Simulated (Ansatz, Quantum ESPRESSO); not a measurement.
# Mode couplings of Sc (P6_3/mmc) in a second program

Aim: mode couplings and λ of Sc (P6_3/mmc) by double-delta sums in Quantum ESPRESSO. The first relaxation steps of the session are not shown, so no cell shown is the starting entry, unless a step says so.

Method: DFT PBE, scalar-relativistic, plane waves, PAW, in the first sound run; inputs show where later runs differ, in Ansatz 0.2.0 and Quantum ESPRESSO 7.5.

### 1. The cell after earlier relaxation steps

Symmetry: P6_3/mmc, No. 194, hexagonal system. Conventional cell: a = 3.320 Å, b = 3.320 Å, c = 5.163 Å, α = 90.00°, β = 90.00°, γ = 120.00°. Nearest to Sc lie 12 Sc at 3.22 to 3.32 Å.

Coordinates:

```cif
data_structure
_symmetry_space_group_name_H-M 'P6_3/mmc'
_symmetry_Int_Tables_number 194
_cell_length_a 3.3196
_cell_length_b 3.3196
_cell_length_c 5.1635
_cell_angle_alpha 90.000
_cell_angle_beta 90.000
_cell_angle_gamma 120.000
_cell_volume 49.28
loop_
_atom_site_label
_atom_site_type_symbol
_atom_site_symmetry_multiplicity
_atom_site_Wyckoff_symbol
_atom_site_fract_x
_atom_site_fract_y
_atom_site_fract_z
_atom_site_occupancy
Sc1 Sc 2 c 0.33333 0.66667 0.25000 1
```

### 2. Relaxing tightly for phonons

Residual forces and stress shift phonon frequencies, so the cell is relaxed again, with tight thresholds and the mesh and smearing of this input. Earlier relaxation steps are not shown.

The input, input.yaml:

```yaml
crystal:
  lattice:
    - [3.3196259682, 0.0, 0.0]
    - [-1.6598129841, 2.8748804195, 0.0]
    - [0.0, 0.0, 5.1634992892]
  atoms:
    - { symbol: Sc, position: [0.3333333333, 0.6666666667, 0.25] }
    - { symbol: Sc, position: [0.6666666667, 0.3333333333, 0.75] }
kpoints:
  mp_grid: { grid: [12, 12, 6] }
hamiltonian:
  xc: pbe
scf:
  occupations: { method: methfessel_paxton, width: 0.2 }
output:
  forces: true
  stress: true
  eigenvalues: true
relax:
  adjacent_minimum: "off"
  f_tol: 0.001
  max_steps: 60
  cell: { stress_tol: 0.01 }
```

Command:

```bash
> ansatz run input.yaml --threads 4 --pin off --max-ram 8192MiB --backend cpu --events-out ev --progress --plain --runs-dir out
```

Numbers of over 12 decimals in the logs are rounded to 6 here.

The program printed:

```text
[the first part of the log is left out]
  E_hartree    = 575.710304
  E_xc         = -208.079270
  E_vxc        = -257.515167  (∫ρ·V_xc dr)
  E_paw        = -1910.932916  (= ΣΔE_a)
  E_vpaw       = -232.031975  (= ΣTr[D̂ρ^β])
  E_aug_tail   = 0.000020  (compensation charges beyond the density's cutoff)
  E_ewald      = -1729.196324
  E_smearing   = -0.004144  (= −TS)
  E_closure    = 0.000000  (closes the sum)
  Σ components = -4271.618833   (vs F -4271.618833, Δ=0.00e0)
--- Forces (eV/Å), atoms counted from 1 ---
  atom   1  Sc    -0.00000000     0.00000000    -0.00000000
  atom   2  Sc    -0.00000000    -0.00000000     0.00000000
  max |Σ_I F_I| component: 3.70e-17 eV/Å
--- Stress (GPa, compression-positive) ---
        0.009550      -0.000000      -0.000000
       -0.000000       0.009550      -0.000000
       -0.000000      -0.000000       0.001558
  P = ⅓ Tr σ = 0.0069 GPa (0.069 kbar)
--- Band table (eV; the first three rows and the last of 76) ---
  k-point 0: bands = ["-40.1471", "-40.0753", "-18.9736", "-18.6326", "-18.6326", "-18.5651", "-18.5651", "-18.5348", "4.1441", "7.6388", "9.8917", "10.8585", "10.8585", "11.1299", "11.3108"]
  k-point 1: bands = ["-40.1423", "-40.0802", "-18.9451", "-18.6281", "-18.6281", "-18.5697", "-18.5697", "-18.5652", "4.3320", "7.3726", "9.8315", "10.7721", "10.7721", "11.0044", "11.1971"]
  k-point 2: bands = ["-40.1292", "-40.0934", "-18.8668", "-18.6476", "-18.6158", "-18.6158", "-18.5821", "-18.5821", "4.8727", "6.6230", "9.9182", "10.6709", "10.7030", "10.7030", "10.9641"]
  k-point 75: bands = ["-40.0752", "-40.0752", "-18.8830", "-18.8830", "-18.7765", "-18.7765", "-18.6085", "-18.6085", "8.8593", "8.8593", "9.1375", "9.1375", "9.5302", "9.5302", "11.6625"]
--- Relaxed structure (2 steps of the walk, 2 accepted, 1 SCFs on fresh bases) ---
  F+E_penalty+E_count = -4271.61883334 eV   max|allowed force component| = 1.712e-16 eV/Å   (the final SCF, on the basis selected at the relaxed cell)
  cell:  # Å, volume = 49.2415 Å³
    - [3.319286, 0.0, 0]
    - [-1.659643, 2.874586, 0]
    - [0, 0, 5.160735]
  atoms:
    - { symbol: Sc, position: [0.333333, 0.666667, 0.25] }
    - { symbol: Sc, position: [0.666667, 0.333333, 0.750000] }
```

Elapsed: 2.5 s, on 4 threads of Arm Neoverse V1, shared host; peak memory 0.37 GiB.

Little changed from the start: no atom moved by 0.005 Å and no cell edge by 0.1 %.

Numbers from this step:

```
pressure          : 0.006886 GPa
volume per atom   : 24.62 Å³
metallic on mesh  : yes
gap on the k-mesh : 0 eV
```

The largest force is now zero by symmetry and the largest stress component 0.0095 GPa.

### 3. Second program, ground state

ph.x needs a tightly converged ground state on the same k mesh; the cell is that of the step before.

This step: DFT PBE, scalar-relativistic, plane waves, GBRV ultrasoft pseudopotentials (Quantum ESPRESSO 7.5).

The input, pw.in:

```
&control
   calculation = 'scf'
   prefix = 'x'
   outdir = './tmp'
   pseudo_dir = './pseudo'
   tprnfor = .true.
   tstress = .true.
/
&system
   ibrav = 4
   celldm(1) = 6.27254231
   celldm(3) = 1.55477253
   nat = 2
   ntyp = 1
   ecutwfc = 45.0
   ecutrho = 360.0
   occupations = 'smearing'
   smearing = 'fd'
   degauss = 0.00734986
   nbnd = 21
/
&electrons
   conv_thr = 1.0d-11
   mixing_beta = 0.5
/
ATOMIC_SPECIES
 Sc     44.9559  Sc.upf
ATOMIC_POSITIONS crystal
 Sc     0.333333333   0.666666667   0.250000000
 Sc     0.666666667   0.333333333   0.750000000
K_POINTS automatic
 12 12 6 0 0 0
```

Command:

```bash
> OMP_NUM_THREADS=1 mpirun -n 4 pw.x -nk 4 -in pw.in > pw.x.log
```

The program printed:

```text
Program PWSCF v.7.5

     This program is part of the open-source Quantum ESPRESSO suite
     for quantum simulation of materials; please cite
         "P. Giannozzi et al., J. Phys.:Condens. Matter 21 395502 (2009);
         "P. Giannozzi et al., J. Phys.:Condens. Matter 29 465901 (2017);
         "P. Giannozzi et al., J. Chem. Phys. 152 154105 (2020);
     in publications or presentations arising from this work. More details at

     G-vector sticks info
     --------------------
     sticks:   dense  smooth     PW     G-vecs:    dense   smooth      PW
     Sum         967     499    151                38165    13607    2321

     Using Slab Decomposition

     bravais-lattice index     =            4
     lattice parameter (alat)  =       6.2725  a.u.
     unit-cell volume          =     332.2984 (a.u.)^3
     number of atoms/cell      =            2
     number of atomic types    =            1
     number of electrons       =        22.00
     number of Kohn-Sham states=           21
     kinetic-energy cutoff     =      45.0000  Ry
     charge density cutoff     =     360.0000  Ry
     scf convergence threshold =      1.0E-11
     mixing beta               =       0.5000
     number of iterations used =            8  plain     mixing
     Exchange-correlation= SLA  PW   PBE  PBE
                           (   1   4   3   4   0   0   0)

     celldm(1)=   6.272542  celldm(2)=   0.000000  celldm(3)=   1.554773
     celldm(4)=   0.000000  celldm(5)=   0.000000  celldm(6)=   0.000000

     crystal axes: (cart. coord. in units of alat)
               a(1) = (   1.000000   0.000000   0.000000 )
               a(2) = (  -0.500000   0.866025   0.000000 )
               a(3) = (   0.000000   0.000000   1.554773 )

     reciprocal axes: (cart. coord. in units 2 pi/alat)
               b(1) = (  1.000000  0.577350 -0.000000 )
               b(2) = (  0.000000  1.154701  0.000000 )
               b(3) = (  0.000000 -0.000000  0.643181 )

     PseudoPot. # 1 for Sc read from file:
     ./pseudo/Sc.upf
     Pseudo is Ultrasoft + core correction, Zval = 11.0
     Using radial grid of  849 points,  6 beta functions with:
                l(1) =   0
                l(2) =   0
                l(3) =   1
                l(4) =   1
                l(5) =   2
                l(6) =   2
     Q(r) pseudized with  6 coefficients,  rinner =    1.200   1.200   1.200
                                                       1.200   1.200

     atomic species   valence    mass     pseudopotential
     Sc               11.00    44.95590     Sc( 1.00)

     24 Sym. Ops., with inversion, found (12 have fractional translation)

   Cartesian axes

     site n.     atom                  positions (alat units)
         1        Sc     tau(   1) = (  -0.0000000   0.5773503   0.3886931  )
         2        Sc     tau(   2) = (   0.5000000   0.2886751   1.1660794  )

     number of k points=    76  Fermi-Dirac smearing, width (Ry)=  0.0073
                       cart. coord. in units 2pi/alat
        k(    1) = (   0.0000000   0.0000000   0.0000000), wk =   0.0023148
        k(    2) = (   0.0000000   0.0000000   0.1071968), wk =   0.0046296
        k(    3) = (   0.0000000   0.0000000   0.2143936), wk =   0.0046296
        k(    4) = (   0.0000000   0.0000000  -0.3215905), wk =   0.0023148
        k(    5) = (   0.0000000   0.0962250   0.0000000), wk =   0.0138889
        k(    6) = (   0.0000000   0.0962250   0.1071968), wk =   0.0277778
        k(    7) = (   0.0000000   0.0962250   0.2143936), wk =   0.0277778
        k(    8) = (   0.0000000   0.0962250  -0.3215905), wk =   0.0138889
        k(    9) = (   0.0000000   0.1924501   0.0000000), wk =   0.0138889
        k(   10) = (   0.0000000   0.1924501   0.1071968), wk =   0.0277778
        k(   11) = (   0.0000000   0.1924501   0.2143936), wk =   0.0277778
        k(   12) = (   0.0000000   0.1924501  -0.3215905), wk =   0.0138889
        k(   13) = (   0.0000000   0.2886751   0.0000000), wk =   0.0138889
        k(   14) = (   0.0000000   0.2886751   0.1071968), wk =   0.0277778
        k(   15) = (   0.0000000   0.2886751   0.2143936), wk =   0.0277778
        k(   16) = (   0.0000000   0.2886751  -0.3215905), wk =   0.0138889
[...]
k(   69) = (   0.2500000   0.5292377   0.0000000), wk =   0.0277778
        k(   70) = (   0.2500000   0.5292377   0.1071968), wk =   0.0555556
        k(   71) = (   0.2500000   0.5292377   0.2143936), wk =   0.0555556
        k(   72) = (   0.2500000   0.5292377  -0.3215905), wk =   0.0277778
        k(   73) = (   0.3333333   0.5773503   0.0000000), wk =   0.0046296
        k(   74) = (   0.3333333   0.5773503   0.1071968), wk =   0.0092593
        k(   75) = (   0.3333333   0.5773503   0.2143936), wk =   0.0092593
        k(   76) = (   0.3333333   0.5773503  -0.3215905), wk =   0.0046296

     Dense  grid:    38165 G-vectors     FFT dimensions: (  40,  40,  60)

     Smooth grid:    13607 G-vectors     FFT dimensions: (  27,  27,  48)

     Check: negative core charge=   -0.000002

     Initial potential from superposition of free atoms

     starting charge      21.9952, renormalised to      22.0000
     Starting wfcs are   26 randomized atomic wfcs

     per-process dynamical memory:    34.3 Mb

     Self-consistent Calculation

     iteration #  1     ecut=    45.00 Ry     beta= 0.50
     Davidson diagonalization with overlap
     ethr =  1.00E-02,  avg # of iterations =  2.2

     Threshold (ethr) on eigenvalues was too large:
     Diagonalizing with lowered threshold

     Davidson diagonalization with overlap
     ethr =  8.46E-05,  avg # of iterations =  4.1

     total energy              =    -188.64822090 Ry
     estimated scf accuracy    <       0.02392431 Ry

     iteration #  2     ecut=    45.00 Ry     beta= 0.50
     Davidson diagonalization with overlap
     ethr =  1.09E-04,  avg # of iterations =  2.5

     total energy              =    -188.65270257 Ry
     estimated scf accuracy    <       0.00104513 Ry

     iteration #  3     ecut=    45.00 Ry     beta= 0.50
     Davidson diagonalization with overlap
     ethr =  4.75E-06,  avg # of iterations =  4.5

     total energy              =    -188.65285083 Ry
     estimated scf accuracy    <       0.00021728 Ry

     iteration #  4     ecut=    45.00 Ry     beta= 0.50
     Davidson diagonalization with overlap
     ethr =  9.88E-07,  avg # of iterations =  1.7

     total energy              =    -188.65285977 Ry
     estimated scf accuracy    <       0.00001189 Ry

     iteration #  5     ecut=    45.00 Ry     beta= 0.50
[...]
4.1186   7.6165   9.8657  10.8399  10.8399  11.1072  11.2926  11.2926
    11.5501  11.5501  12.8925  12.8925  16.3381

          k = 0.0000 0.0000 0.1072 (  1725 PWs)   bands (ev):

   -40.1732 -40.1111 -18.9807 -18.6568 -18.6568 -18.6014 -18.5984 -18.5984
     4.3067   7.3498   9.8062  10.7529  10.7529  10.9815  11.1785  11.1785
    11.7698  11.7698  12.9111  12.9111  16.9826

          k = 0.0000 0.0000 0.2144 (  1695 PWs)   bands (ev):

   -40.1601 -40.1243 -18.9025 -18.6836 -18.6445 -18.6445 -18.6107 -18.6107
     4.8477   6.5993   9.8942  10.6479  10.6835  10.6835  10.9450  10.9450
    12.1992  12.1992  12.8566  12.8566  18.5400

          k = 0.0000 0.0000-0.3216 (  1688 PWs)   bands (ev):

   -40.1423 -40.1423 -18.7940 -18.7940 -18.6276 -18.6276 -18.6276 -18.6276
     5.6653   5.6653  10.2284  10.2284  10.7514  10.7514  10.7514  10.7514
    12.6079  12.6079  12.6079  12.6079  20.2082

          k = 0.0000 0.0962 0.0000 (  1713 PWs)   bands (ev):

   -40.1747 -40.1052 -19.0000 -18.6783 -18.6673 -18.6118 -18.5960 -18.5753
     4.2691   7.7408   9.7309  10.5791  10.9490  11.1909  11.2990  11.3894
    11.4326  11.4578  12.9454  13.1960  16.3202

          k = 0.0000 0.0962 0.1072 (  1719 PWs)   bands (ev):

   -40.1701 -40.1099 -18.9734 -18.6730 -18.6625 -18.6288 -18.6008 -18.5921
     4.4544   7.4749   9.6735  10.5607  10.8410  11.0116  11.1321  11.2592
    11.7199  11.7508  12.9502  13.1171  16.9894

          k = 0.0000 0.0962 0.2144 (  1697 PWs)   bands (ev):

   -40.1575 -40.1227 -18.9002 -18.6975 -18.6579 -18.6495 -18.6154 -18.6139
     4.9879   6.7237   9.7814  10.5435  10.6362  10.7633  10.9317  11.0264
    12.1678  12.1996  12.8671  12.9442  18.5702

          k = 0.0000 0.0962-0.3216 (  1692 PWs)   bands (ev):

   -40.1401 -40.1401 -18.7991 -18.7991 -18.6373 -18.6373 -18.6317 -18.6317
     5.7959   5.7959  10.1384  10.1384  10.7141  10.7141  10.8320  10.8320
    12.5930  12.5930  12.6341  12.6341  20.2834

          k = 0.0000 0.1925 0.0000 (  1705 PWs)   bands (ev):

[...]
11.5843  11.6659  13.0572  13.9028  16.2661

          k = 0.0000 0.1925 0.1072 (  1697 PWs)   bands (ev):

[...]
11.7263  11.8217  13.0315  13.6131  17.0232

          k = 0.0000 0.1925 0.2144 (  1698 PWs)   bands (ev):

[...]
12.1353  12.2426  12.8871  13.1764  18.6654

          k = 0.0000 0.1925-0.3216 (  1700 PWs)   bands (ev):

[...]
12.5689  12.5689  12.7222  12.7222  20.4597

          k = 0.0000 0.2887 0.0000 (  1698 PWs)   bands (ev):

[...]
11.9506  12.0773  13.1635  14.7947  16.1845

          k = 0.0000 0.2887 0.1072 (  1696 PWs)   bands (ev):

[...]
12.0389  12.0647  13.1060  14.1872  17.1285

          k = 0.0000 0.2887 0.2144 (  1691 PWs)   bands (ev):

[...]
12.2503  12.3772  12.9133  13.4575  18.6554

          k = 0.0000 0.2887-0.3216 (  1680 PWs)   bands (ev):

[...]
12.5994  12.5994  12.8595  12.8595  19.4841

          k = 0.0000 0.3849 0.0000 (  1688 PWs)   bands (ev):

[...]
k = 0.0000 0.3849 0.1072 (  1689 PWs)   bands (ev):

[...]
k = 0.0000 0.3849 0.2144 (  1690 PWs)   bands (ev):

[...]
k = 0.0000 0.3849-0.3216 (  1694 PWs)   bands (ev):

[...]
k = 0.0000 0.4811 0.0000 (  1680 PWs)   bands (ev):

[...]
k = 0.0000 0.4811-0.3216 (  1712 PWs)   bands (ev):

[...]
k = 0.0000-0.5774 0.0000 (  1698 PWs)   bands (ev):

[...]
k = 0.0000-0.5774 0.1072 (  1690 PWs)   bands (ev):

[...]
k = 0.0000-0.5774 0.2144 (  1698 PWs)   bands (ev):

[...]
k = 0.0000-0.5774-0.3216 (  1708 PWs)   bands (ev):

[...]
k = 0.0833 0.1443-0.3216 (  1700 PWs)   bands (ev):

[...]
k = 0.0833 0.2406-0.3216 (  1688 PWs)   bands (ev):

[...]
k = 0.0833 0.3368-0.3216 (  1684 PWs)   bands (ev):

[...]
k = 0.0833 0.4330-0.3216 (  1698 PWs)   bands (ev):

[...]
k = 0.0833 0.5292-0.3216 (  1696 PWs)   bands (ev):

[...]
k = 0.1667 0.2887-0.3216 (  1684 PWs)   bands (ev):

[...]
k = 0.1667 0.3849-0.3216 (  1694 PWs)   bands (ev):

[...]
k = 0.1667 0.4811-0.3216 (  1694 PWs)   bands (ev):

[...]
k = 0.1667 0.5774-0.3216 (  1692 PWs)   bands (ev):

[...]
k = 0.2500 0.4330 0.1072 (  1694 PWs)   bands (ev):

[...]
k = 0.2500 0.4330 0.2144 (  1691 PWs)   bands (ev):

[...]
k = 0.2500 0.4330-0.3216 (  1688 PWs)   bands (ev):

[...]
k = 0.2500 0.5292 0.0000 (  1700 PWs)   bands (ev):

[...]
13.0297  13.1169  13.9783  14.6625  15.4020

          k = 0.2500 0.5292 0.1072 (  1695 PWs)   bands (ev):

[...]
12.7868  13.0882  14.0954  14.6750  15.7206

          k = 0.2500 0.5292 0.2144 (  1696 PWs)   bands (ev):

[...]
12.7716  13.0836  14.2653  14.6334  16.3018

          k = 0.2500 0.5292-0.3216 (  1686 PWs)   bands (ev):

[...]
12.9259  12.9259  14.4643  14.4643  16.6383

          k = 0.3333 0.5774 0.0000 (  1713 PWs)   bands (ev):

   -40.1062 -40.1062 -18.8771 -18.8078 -18.8078 -18.7501 -18.7501 -18.7319
     8.5297   8.5297   8.6272   8.7572  10.2675  10.2675  11.3751  12.8497
    12.8497  13.0948  14.5116  14.5116  14.5619

          k = 0.3333 0.5774 0.1072 (  1713 PWs)   bands (ev):

   -40.1062 -40.1062 -18.8675 -18.8513 -18.8513 -18.7418 -18.7062 -18.7062
     8.6223   8.6223   8.6651   8.7887  10.1252  10.1252  11.3657  12.7230
    12.8653  12.8653  14.6072  14.6072  14.9570

          k = 0.3333 0.5774 0.2144 (  1683 PWs)   bands (ev):

   -40.1062 -40.1062 -18.8971 -18.8971 -18.8412 -18.7686 -18.6594 -18.6594
     8.7561   8.8423   8.8743   8.8743   9.7867   9.7867  11.4080  12.1165
    12.8628  12.8628  14.8650  14.8650  15.6600

          k = 0.3333 0.5774-0.3216 (  1674 PWs)   bands (ev):

   -40.1061 -40.1061 -18.9142 -18.9142 -18.8050 -18.8050 -18.6417 -18.6417
     8.8368   8.8368   9.1135   9.1135   9.5094   9.5094  11.6418  11.6418
    12.8482  12.8482  15.0450  15.0450  16.3787

     the Fermi energy is     9.2426 ev

!    total energy              =    -188.65286427 Ry
     estimated scf accuracy    <          6.9E-12 Ry
     smearing contrib. (-TS)   =      -0.00912705 Ry
     internal energy E=F+TS    =    -188.64373722 Ry

     The total energy is F=E-TS. E is the sum of the following terms:
     one-electron contribution =     -77.24828530 Ry
     hartree contribution      =      42.34009068 Ry
     xc contribution           =     -26.64195701 Ry
     ewald contribution        =    -127.09358560 Ry

     convergence has been achieved in   9 iterations

     Forces acting on atoms (cartesian axes, Ry/au):

     atom    1 type  1   force =     0.00000000    0.00000000    0.00000000
     atom    2 type  1   force =     0.00000000    0.00000000    0.00000000

     Total force =     0.000000     Total SCF correction =     0.000000

     Computing stress (Cartesian axis) and pressure

          total   stress  (Ry/bohr**3)                   (kbar)     P=        1.67
   0.00000275   0.00000000   0.00000000            0.40        0.00        0.00
   0.00000000   0.00000275   0.00000000            0.00        0.40        0.00
   0.00000000   0.00000000   0.00002849            0.00        0.00        4.19

     Writing all to output data dir ./tmp/x.save/ :
     XML data file, charge density, pseudopotentials, collected wavefunctions

   JOB DONE.
```

Wall time 14 s (4 MPI ranks).

This step gave:

| Item | Value |
| --- | --- |
| pressure | 0.1663 GPa |

With these potentials, mesh and smearing the cell is at 0.17 GPa.

[end of part 1 of 2]

[Logs are printed without paths, hosts, clocks, repeated set-up lines and the standing remarks that a program may print on its own settings, such as how far it seeks lower states.]

[Hosts, paths, dates, database ids (printed as entryN), source tags and the programs' standing remarks are cut or masked in the printed files.]
